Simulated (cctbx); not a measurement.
## Symmetry from intensities

Cell: a = 6.3520 Å, b = 6.3520 Å, c = 5.0410 Å, α = 90.00°, β = 90.00°, γ = 120.00°. Expected content of the cell: Sn2 Cd6.

The data are simulated with cctbx, not measured: Mo Kα, λ = 0.71073 Å, to d = 0.77 Å, 70 % of the full sphere, strongest reflection 20000 counts, noise from counting, a 3 % proportional error and a noise floor of 2 counts (s.d.); no absorption.

A first pass over the reflections prints:

```text
1192 reflections to d = 0.772 A
centring   violations  <I/sigma> of those
    A        328 of   621      7.9
    B        304 of   596      7.9
    C        298 of   605      4.8
    I        309 of   589      8.0
    R        436 of   798      8.3
    F        465 of   911      6.9
Laue class    unique    Rint  (classes that these axes allow; Friedel mates merged)
P -1              767   0.024
P 1 1 2/m         451   0.028
P -3              280   0.028
P -3 1 m          164   0.030
P -3 m 1          178   0.029
P 6/m             158   0.031
P 6/m m m         110   0.031
space group    extra absences  I>4sigma  <I/sigma>
P 6 2 2                 0          0         -  acentric
P 63 2 2                6          0      -0.2  acentric
P 6 m m                 0          0         -  acentric
P 63 m c               84          0      -0.1  acentric
P -6 m 2                0          0         -  acentric
P -6 2 m                0          0         -  acentric
P -6 2 c               84          0      -0.1  acentric
P 6/m m m               0          0         -  centric
P 63/m m c             84          0      -0.1  centric
Wilson B = 2.42 A^2   <|E^2-1|> = 1.065 (0.968 centric, 0.736 acentric)   E^2>4: 3.9 %
shell (A)         n   <I/sigma>
 5.50 - 1.53     19     25.8
 1.53 - 1.22     16     31.1
 1.22 - 1.07     12     24.5
 1.07 - 0.97     14     34.7
 0.97 - 0.90     11     31.3
 0.90 - 0.85     13     25.0
 0.85 - 0.81      9     16.4
 0.81 - 0.77     16     20.9
```

**Question.** What are the lattice type, the Laue class and the likely space group?

Every centring test has many violations, so the lattice is primitive.

Rint stays low (0.024 to 0.031) up to P 6/m m m, the highest class in these axes.

9 settings pass the absence test. The most absences obeyed, 84, belong to P 63 m c, P -6 2 c and P 63/m m c, which absences can't tell apart.

⟨|E²−1|⟩ = 1.065 leans to a centrosymmetric structure. The Wilson B of 2.42 Å² means U ≈ 0.0306 Å².

The true group is P6_3/mmc (no. 194), Laue class 6/mmm, centrosymmetric. The tables only narrow the choice to the tied entries; cell content, site symmetry and trial solutions must settle it.

The model is made up (kin elements in a known structure type, no relaxation), so it says nothing on whether the phase exists.

[Logs are printed without paths, hosts, clocks, repeated set-up lines and the standing remarks that a program may print on its own settings, such as how far it seeks lower states.]
